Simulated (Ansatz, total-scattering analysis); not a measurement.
# Isotope substitution on H in acetonitrile

Two samples of acetonitrile (16 acetonitrile; C 33.3, N 16.7, H 50.0 atom %; 300 K, fixed volume (mean pressure -0.3 GPa); ρ₀ = 0.0687 Å⁻³) differ only in the isotope of H: D (b = 6.6681 fm) and H (b = -3.7395 fm). Other lengths: C 6.6472, N 9.36 fm. The data are simulated by ab initio molecular dynamics with Ansatz (LDA, plane waves, PAW default files, Langevin thermostat, no spin, fixed volume, H with the mass of D). The average runs over 0.40 ps of 96 atoms, so shells between rare elements are rough. Mean temperature 315 K, largest m.s.d. 1.96 Å², energy drift -5 meV an atom (last third less first, no steady trend), Langevin friction 10 ps⁻¹; the first quarter of the run is discarded. Start: last frame of a classical run of this cell at the same density and temperature. So short a stretch relaxes bonds and nearest shells but still remembers its start. It is a liquid as far as so short a run tells. The partials come from the cell's reciprocal vectors below 4 Å⁻¹ and from g(r) above; absorption, incoherent and inelastic scattering are left out. F(Q) = Σ ci cj bi bj (Sij − 1), in barn per steradian and atom:

```
Q (Å⁻¹)      2H      1H  difference
    0.6  -0.361  -0.333      -0.029
    0.9  -0.365  -0.251      -0.114
    1.2  -0.137  -0.016      -0.121
    1.5   0.955   0.196       0.759
    1.8   0.240   0.165       0.075
    2.1   0.011  -0.013       0.024
    2.4   0.014  -0.056       0.071
    2.7  -0.086  -0.094       0.008
    3.0  -0.122  -0.047      -0.075
    3.3  -0.120  -0.025      -0.096
    3.6  -0.113  -0.028      -0.085
    3.9  -0.091  -0.021      -0.070
    4.2  -0.054  -0.015      -0.039
    4.5  -0.046  -0.003      -0.043
    4.8  -0.054   0.034      -0.088
    5.1  -0.076   0.069      -0.145
    5.4  -0.074   0.075      -0.149
    5.7  -0.034   0.053      -0.087
    6.0   0.023   0.012       0.011
    6.3   0.074  -0.032       0.106
    6.6   0.101  -0.053       0.154
    6.9   0.096  -0.044       0.139
    7.2   0.072  -0.021       0.093
    7.5   0.051   0.000       0.051
    7.8   0.040   0.012       0.028
    8.1   0.029   0.007       0.022
    8.4   0.010  -0.007       0.017
    8.7  -0.020  -0.014      -0.006
    9.0  -0.052  -0.011      -0.041
    9.3  -0.072  -0.005      -0.067
    9.6  -0.068   0.000      -0.068
    9.9  -0.047   0.003      -0.050
   10.2  -0.023   0.009      -0.032
   10.5  -0.010   0.017      -0.028
   10.8  -0.009   0.022      -0.031
```

The first difference in real space, ΔG(r), in barn (from the pair functions, so without the broadening of a finite Q range):

```tsv
r (Å)	first difference G(r)
0.50	-0.468
0.58	-0.468
0.66	-0.468
0.74	-0.468
0.82	-0.468
0.90	-0.468
0.98	-0.462
1.06	2.814
1.14	4.117
1.22	-0.406
1.30	-0.468
1.38	-0.468
1.46	-0.468
1.54	-0.466
1.62	-0.444
1.70	-0.213
1.78	0.175
1.86	-0.030
1.94	-0.249
2.02	0.292
2.10	0.736
2.18	0.152
2.26	-0.228
2.34	-0.267
2.42	-0.241
2.50	-0.244
2.58	-0.271
2.66	-0.250
2.74	-0.222
2.82	-0.209
2.90	-0.162
2.98	-0.047
3.06	0.185
3.14	0.371
3.22	0.209
3.30	0.008
3.38	-0.096
3.46	-0.124
3.54	-0.077
3.62	-0.075
3.70	-0.070
```

Q: What does the difference say of the neighbours of H?

Pairs without H cancel. ΔG(r) = Σ W [g(r) − 1] with W = 2 c(H) c(j) b(j) Δb, and c(H)² (b₁² − b₂²) for H–H: H–C 0.2306, H–N 0.1624, H–H 0.0762 barn. At small r, ΔG → −ΣW = -0.469; in this finite cell the H–H term carries (N − 1)/N with N = 48 atoms of H, which gives -0.468.

The first feature, at 1.10 Å, is H–C. n = 4πρ₀ c(C)/W ∫ r² [ΔG − ΔG(0)] dr up to 1.42 Å gives 1.0 C around each H; the coordinates give 1.00 up to 1.42 Å.

Shells of H from the coordinates: C–H at 1.10 Å, 1.0 neighbours to 1.42 Å; H–H at 1.79 Å, 2.0 neighbours to 2.12 Å; N–H at 2.45 Å, 0.6 neighbours to 2.76 Å, a soft count (first peaks with a usable minimum only). Counts average over all H, whatever molecule they sit on, and second peaks of a pair (H two bonds away, hydrogen bonds) add features between 1.5 and 2.5 Å that aren't listed. The structure is taken to be the same for both isotopes, which holds least well for H and D.

[Logs are printed without paths, hosts, clocks, repeated set-up lines and the standing remarks that a program may print on its own settings, such as how far it seeks lower states.]
